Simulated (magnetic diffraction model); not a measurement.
## ErIn₇B₄ below its ordering temperature

Space group Pmm2 (no. 25), a = 3.3810 Å, b = 11.2760 Å, c = 6.4580 Å.

| site | atom | x | y | z |
| --- | --- | --- | --- | --- |
| 1a | Er | 0 | 0 | 0.9995 |
| 1b | In | 0 | 1/2 | 0.5035 |
| 2h | In | 1/2 | 0.7519 | 0.7494 |
| 2h | In | 1/2 | 0.2551 | 0.2525 |
| 1c | In | 1/2 | 0 | 0.5001 |
| 1d | In | 1/2 | 1/2 | 0.9894 |
| 2g | B | 0 | 0.6595 | 0.0055 |
| 2g | B | 0 | 0.1714 | 0.4973 |

The compound is invented for this exercise: a known structure type with other elements, its cell scaled to their sizes and not relaxed.

Only Er is taken to order (form factors of Er3+); orders and moment sizes are assumed, and not adapted to the symmetry. Radiation: neutrons of λ = 1.909 Å (absorption by B left out), 3° to 50°; isotropic B of 0.21 Å² (Er), 0.23 Å² (In) and 0.41 Å² (B). Simulated constant-wavelength pattern: nuclear and magnetic terms add, the magnetic one as |2.695 fm × Σ f S⊥ exp(2πi Q·r) exp(−B s²)|², summed over all Q at one angle with the factor 1/(sin²θ cos θ). For a modulated order the moment at position r is S exp(−2πi k·r) + c.c., with S = m/2 for a sine wave of amplitude m and S = m(u + iv)/2 for moments turning in a plane, u and v being orthogonal unit vectors in it; the phase factor of the sum at Q = H + k is then exp(2πi H·r). Free-ion form factors, Sears's scattering lengths of 1992, no absorption; a label names one of the reflections at its angle. The strongest nuclear line in the range is 100, and lines under 0.2 are left out.

Above the ordering temperature:

```tsv
2θ (°)	index	I
9.71	(0 1 0)	2.7
17.00	(0 0 1)	1.4
19.49	(0 2 0)	3.5
19.61	(0 1 1)	7.8
25.98	(0 2 1)	2.6
29.42	(0 3 0)	0.6
32.80	(1 0 0)	2.2
34.17	(0 3 1)	34.0
34.28	(1 1 0)	0.6
34.39	(0 0 2)	16.8
35.81	(0 1 2)	0.5
37.16	(1 0 1)	0.7
38.44	(1 2 0)	4.2
38.50	(1 1 1)	7.7
39.58	(0 4 0)	13.4
39.83	(0 2 2)	28.2
42.30	(1 2 1)	1.9
44.63	(1 3 0)	0.3
45.87	(0 3 2)	0.4
48.09	(1 3 1)	100.0
48.25	(1 0 2)	50.1
49.34	(1 1 2)	0.6
```

Below it (cell unchanged):

```
2θ (°)     I
  5.39  87.5
  9.71   2.7
 11.12  40.8
 17.00   1.4
 17.85   1.4
 19.49   3.5
 19.61   7.8
 20.24  11.9
 20.36   7.1
 25.98   2.6
 26.55   7.9
 27.21   3.2
 28.96   5.6
 29.42   0.6
 29.93   5.2
 32.26   3.2
 32.80   2.2
 33.70   4.0
 33.77   6.0
 34.17  34.0
 34.28   0.6
 34.39  16.8
 34.62   5.7
 35.81   0.5
 36.25   0.7
 37.16   0.7
 37.97   4.9
 38.44   4.2
 38.46   1.5
 38.50   7.7
 39.58  13.4
 39.76   2.8
 39.83  28.2
 39.98   2.8
 40.23   1.4
 40.51   2.7
```
(The table stops after 36 lines; 18 more lie at higher angle.)

**Question.** Find the propagation vector, then choose among these models:
A. a sine wave with moments along [001] (amplitudes given), 6.8 μB on Er
B. a sine wave with moments along [010] (amplitudes given), 6.8 μB on Er
C. moments turning in the plane of [100] and [010], 6.8 μB on Er
D. moments turning in the plane of [010] and [001], 6.8 μB on Er

The new lines index as (1/6 0 0) at 5.39°, (1/6 1 0) at 11.12°, (1/6 0 1) at 17.85° and (1/6 2 0) at 20.24°, that is as H ± k with k = (1/6 0 0). Satellites come in pairs about each point of the reciprocal lattice.

Magnetic intensity, observed (below minus above) and for each model:

| 2θ (°) | index | observed | A | B | C | D |
| --- | --- | --- | --- | --- | --- | --- |
| 5.39 | (1/6 0 0) | 87.5 | 87.5 | 87.5 | 87.5 | 175.0 |
| 11.12 | (1/6 1 0) | 40.8 | 40.8 | 9.6 | 40.8 | 50.4 |
| 17.85 | (1/6 0 1) | 1.4 | 1.4 | 15.5 | 29.6 | 16.9 |
| 20.24 | (1/6 2 0) | 11.9 | 11.9 | 0.9 | 11.9 | 12.8 |
| 20.36 | (1/6 1 1) | 7.1 | 7.1 | 18.2 | 40.1 | 25.3 |
| 26.55 | (1/6 2 1) | 7.9 | 7.9 | 6.2 | 19.1 | 14.1 |
| 36.25 | (1/6 1 2) | 0.7 | 0.7 | 6.4 | 13.1 | 7.0 |
| 40.23 | (1/6 2 2) | 1.4 | 1.4 | 4.1 | 9.5 | 5.5 |

Model A matches.

The structure used: k = (1/6 0 0), a sine wave with moments along [001] (amplitudes given), 6.8 μB on Er.

[Logs are printed without paths, hosts, clocks, repeated set-up lines and the standing remarks that a program may print on its own settings, such as how far it seeks lower states.]
